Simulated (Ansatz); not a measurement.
# Ta2O5 (P2/m): the gap under strain at three levels, part 2 of 2

Aim: how the gap of Ta2O5 (P2/m) follows strain, by a semilocal functional, a hybrid and G0W0.

Ansatz 0.2.0; a semilocal functional, HSE06 and G0W0, plane waves, PAW. Known limits of the many-body steps: not at the basis limit; no spin-orbit coupling; coarse k mesh.

So far. Step 14 (Biaxial in xy -1.5 %: LDA): The gap is indirect, with the least direct gap 0.71 eV higher. Step 15 (Biaxial in xy -1.5 %: G0W0): The gap on the mesh goes from 2.31 eV to 3.78 eV, a correction of +1.47 eV. Between the two edge states, bare exchange in place of the xc potential would open the gap by 10.64 eV, and correlation takes back 9.17 eV.

## (16) Biaxial in xy -1.5 %: HSE06

This step: DFT, HSE06, plane waves, PAW; PAW set soft_1.

File input.yaml:

```yaml
crystal:
  lattice:
    - [3.7837868937, 0.0, 0.0]
    - [0.0, 3.8047750138, 0.0]
    - [-1.7916580123, 0.0, 6.5289594201]
  atoms:
    - { symbol: Ta, position: [0.6464567283, 0.0, 0.7905432933] }
    - { symbol: Ta, position: [0.3535432717, 0.0, 0.2094567067] }
    - { symbol: O, position: [0.6700713333, 0.5, 0.7996270252] }
    - { symbol: O, position: [0.3299286667, 0.5, 0.2003729748] }
    - { symbol: O, position: [0.1910457062, 0.0, 0.8728085138] }
    - { symbol: O, position: [0.8089542938, 0.0, 0.1271914862] }
    - { symbol: O, position: [0.5, 0.0, 0.5] }
kpoints:
  mp_grid: { grid: [4, 4, 2] }
  band_path:
    path:
      - [0.0, 0.0, 0.0]
      - [0.0, 0.5, 0.0]
      - [0.0, 0.5, 0.5]
      - [0.0, 0.0, 0.5]
      - [-0.5, 0.0, 0.5]
      - [-0.5, 0.5, 0.5]
      - [-0.5, 0.5, 0.0]
      - [-0.5, 0.0, 0.0]
    npoints: 1
hamiltonian:
  xc: hse06
  pseudopotentials: { kind: paw, azcp: { folder: soft_1 } }
scf:
  occupations: { method: fixed }
  n_extra_bands: 6
output:
  eigenvalues: true
```

Run with:

```bash
$ ansatz run input.yaml --threads 3 --pin off --max-ram 92160MiB --backend cuda --events-out ev --progress --plain --runs-dir out --devices 1 --max-vram 13GiB
```

Wall time 16 s (1 × NVIDIA H100 80GB HBM3 (shared by 6 runs) with 3 threads of AMD EPYC 7R13 (Zen 3), shared host); peak memory 1.2 GiB; 23 s of CPU time.

Numbers from this step:

* gap: 3.884 eV
* valence top at: E
* conduction bottom at: B
* least direct gap: 4.581 eV

The gap stands +1.56 eV against LDA.

## (17) Uniaxial along x -3.0 %: LDA

This step: DFT, LDA, plane waves, PAW; PAW set soft_1.

The cell differs from the one that the last finished run ended in (a 3.784 → 3.726 Å, b 3.805 → 3.863 Å, β 105.3 → 105.1°; other edges change by under 0.2 %).

File input.yaml:

```yaml
crystal:
  lattice:
    - [3.7261657735, 0.0, 0.0]
    - [0.0, 3.86271575, 0.0]
    - [-1.7643738802, 0.0, 6.5289594201]
  atoms:
    - { symbol: Ta, position: [0.6484818007, 0.0, 0.7889879678] }
    - { symbol: Ta, position: [0.3515181993, 0.0, 0.2110120322] }
    - { symbol: O, position: [0.6568770737, 0.5, 0.7939008234] }
    - { symbol: O, position: [0.3431229263, 0.5, 0.2060991766] }
    - { symbol: O, position: [0.1909724426, 0.0, 0.8752271999] }
    - { symbol: O, position: [0.8090275574, 0.0, 0.1247728001] }
    - { symbol: O, position: [0.5, 0.0, 0.5] }
kpoints:
  mp_grid: { grid: [6, 6, 4] }
  band_path:
    path:
      - [0.0, 0.0, 0.0]
      - [0.0, 0.5, 0.0]
      - [0.0, 0.5, 0.5]
      - [0.0, 0.0, 0.5]
      - [-0.5, 0.0, 0.5]
      - [-0.5, 0.5, 0.5]
      - [-0.5, 0.5, 0.0]
      - [-0.5, 0.0, 0.0]
    npoints: 1
hamiltonian:
  xc: lda
  pseudopotentials: { kind: paw, azcp: { folder: soft_1 }, xc_functional: pbe }
scf:
  occupations: { method: fermi_dirac, width: 0.02 }
  n_extra_bands: 6
output:
  eigenvalues: true
```

Elapsed: 5.7 s, on 1 × NVIDIA H100 80GB HBM3 (shared by 6 runs) with 3 threads; peak memory 0.91 GiB.

Numbers from this step:

- gap: 2.229 eV
- valence top at: E
- conduction bottom at: B
- least direct gap: 2.843 eV

The gap is indirect, with the least direct gap 0.61 eV higher.

## (18) Uniaxial along x -3.0 %: G0W0

This step: G0W0 on LDA, plane waves, PAW; PAW set soft_1.

input.yaml, the sections that differ from step 17:

```yaml
kpoints:
  mp_grid: { grid: [4, 4, 2] }
scf:
  occupations: { method: fixed }
gw:
  n_empty_bands: 364
  ecut_chi: 140
  qp_bands: [v2, c2]
  qp_kpoints: band_edges
  screening: { model: contour_deformation }
# crystal, hamiltonian: as in step 17
# output: removed
```

The job ended after 21 s (1 × NVIDIA H100 80GB HBM3 (shared by 6 runs) with 3 threads; peak memory 1.6 GiB; 38 s of CPU time).

Numbers from this step:

```
bands summed                                 : 392
RPA ε∞ on this mesh (eigenvalues)            : 4.754, 4.822, 7.618
plane waves in the screening matrix          : 363
G0W0 gap on the mesh                         : 3.660 eV
k of the valence top                         : -0.5, -0.5, -0.5
k of the conduction bottom                   : 0, 0, -0.5
starting gap on the mesh                     : 2.211 eV
least direct G0W0 gap on the computed points : 4.307 eV
```

The gap on the mesh goes from 2.21 eV to 3.66 eV, a correction of +1.45 eV. Between the two edge states, bare exchange in place of the xc potential would open the gap by 10.70 eV, and correlation takes back 9.25 eV.

## (19) Uniaxial along x -3.0 %: HSE06

This step: DFT, HSE06, plane waves, PAW; PAW set soft_1.

Changes to input.yaml since step 18:

```diff
@@ -15,12 +15,24 @@
   mp_grid: { grid: [4, 4, 2] }
+  band_path:
+    path:
+      - [0.0, 0.0, 0.0]
+      - [0.0, 0.5, 0.0]
+      - [0.0, 0.5, 0.5]
+      - [0.0, 0.0, 0.5]
+      - [-0.5, 0.0, 0.5]
+      - [-0.5, 0.5, 0.5]
+      - [-0.5, 0.5, 0.0]
+      - [-0.5, 0.0, 0.0]
+    npoints: 1
 hamiltonian:
-  xc: lda
-  pseudopotentials: { kind: paw, azcp: { folder: soft_1 }, xc_functional: pbe }
+  xc: hse06
+  pseudopotentials: { kind: paw, azcp: { folder: soft_1 } }
 scf:
   occupations: { method: fixed }
-gw:
-  n_empty_bands: 364
-  ecut_chi: 140
-  qp_bands: [v2, c2]
-  qp_kpoints: band_edges
-  screening: { model: contour_deformation }
+  n_extra_bands: 6
+output:
+  eigenvalues: true
+  write_density: true
+  write_potential: true
+  elf: true
+  volumetric_format: npy
```

Elapsed: 18 s, on 1 × NVIDIA H100 80GB HBM3 (shared by 6 runs) with 3 threads; peak memory 1.2 GiB; 25 s of CPU time.

This step gave:

| Property | Result |
| --- | --- |
| gap | 3.780 eV |
| valence top at | E |
| conduction bottom at | B |
| least direct gap | 4.350 eV |

The gap stands +1.55 eV against LDA.

## (20) Gaps under strain

Gaps in eV; G0W0 is the start's gap plus the shift on one mesh and one count of bands for all cells.

```tsv
strain	LDA	G0W0@LDA	HSE06	change, LDA	change, G0W0@LDA	change, HSE06
unstrained	2.12	3.51	3.66	-	-	-
hydrostatic -1.0 %	2.21	3.64	3.76	+0.088	+0.129	+0.108
uniaxial along z +1.0 %	2.13	3.53	3.67	+0.016	+0.013	+0.014
biaxial in xy -1.5 %	2.32	3.78	3.88	+0.204	+0.264	+0.229
uniaxial along x -3.0 %	2.23	3.66	3.78	+0.112	+0.146	+0.124
```

## (21) Results

```
unstrained              : LDA 2.12, G0W0@LDA 3.51, HSE06 3.66 eV
hydrostatic -1.0 %      : LDA 2.21, G0W0@LDA 3.64, HSE06 3.76 eV
uniaxial along z +1.0 % : LDA 2.13, G0W0@LDA 3.53, HSE06 3.67 eV
biaxial in xy -1.5 %    : LDA 2.32, G0W0@LDA 3.78, HSE06 3.88 eV
uniaxial along x -3.0 % : LDA 2.23, G0W0@LDA 3.66, HSE06 3.78 eV
```

What this shows: Hydrostatic -1.0 %: the G0W0@LDA gap changes by +0.13 eV. Uniaxial along z +1.0 %: the G0W0@LDA gap changes by under 0.03 eV, which these settings can't resolve. Biaxial in xy -1.5 %: the G0W0@LDA gap changes by +0.26 eV. Uniaxial along x -3.0 %: the G0W0@LDA gap changes by +0.15 eV. The slope for hydrostatic strain is −0.129 eV for each per cent, between hydrostatic -1.0 % and unstrained. The slope for biaxial xy strain is −0.176 eV for each per cent, between biaxial in xy -1.5 % and unstrained. The slope for uniaxial x strain is −0.049 eV for each per cent, between uniaxial along x -3.0 % and unstrained. LDA misses the unstrained G0W0@LDA gap by −1.40 eV but its changes by 0.060 eV at most. HSE06 misses the unstrained G0W0@LDA gap by +0.14 eV but its changes by 0.035 eV at most. Levels are read on the mesh, at the zone's corners and at the band edges found on the unstrained path, so a valley that moves off them is missed. The count of screening plane waves jumps between cells, which leaves noise of a few hundredths of an eV in G0W0. The 4×4×2 mesh is coarse for this cell (its supercell is 14 Å along the shortest edge). The RPA ε∞ on it, from the LDA start, is 4.79, 4.93 and 7.51; such meshes misread the long-range screening, most where the gap is narrow. The many-body steps are scalar-relativistic: spin-orbit coupling is not in them.

[Paths, hosts, dates, memory and timing lines, banners, echoed tables and standing remarks are left out of the program output.]

[Logs are printed without paths, hosts, clocks, repeated set-up lines and the standing remarks that a program may print on its own settings, such as how far it seeks lower states.]

[Runs of the session that timed out or met a known fault of the program may be left out.]

[Cells called generated may have been cut or substituted from an entry of the Crystallography Open Database or the Materials Project.]

[Hosts, paths, dates, database ids (printed as entryN), source tags and the programs' standing remarks are cut or masked in the printed files.]
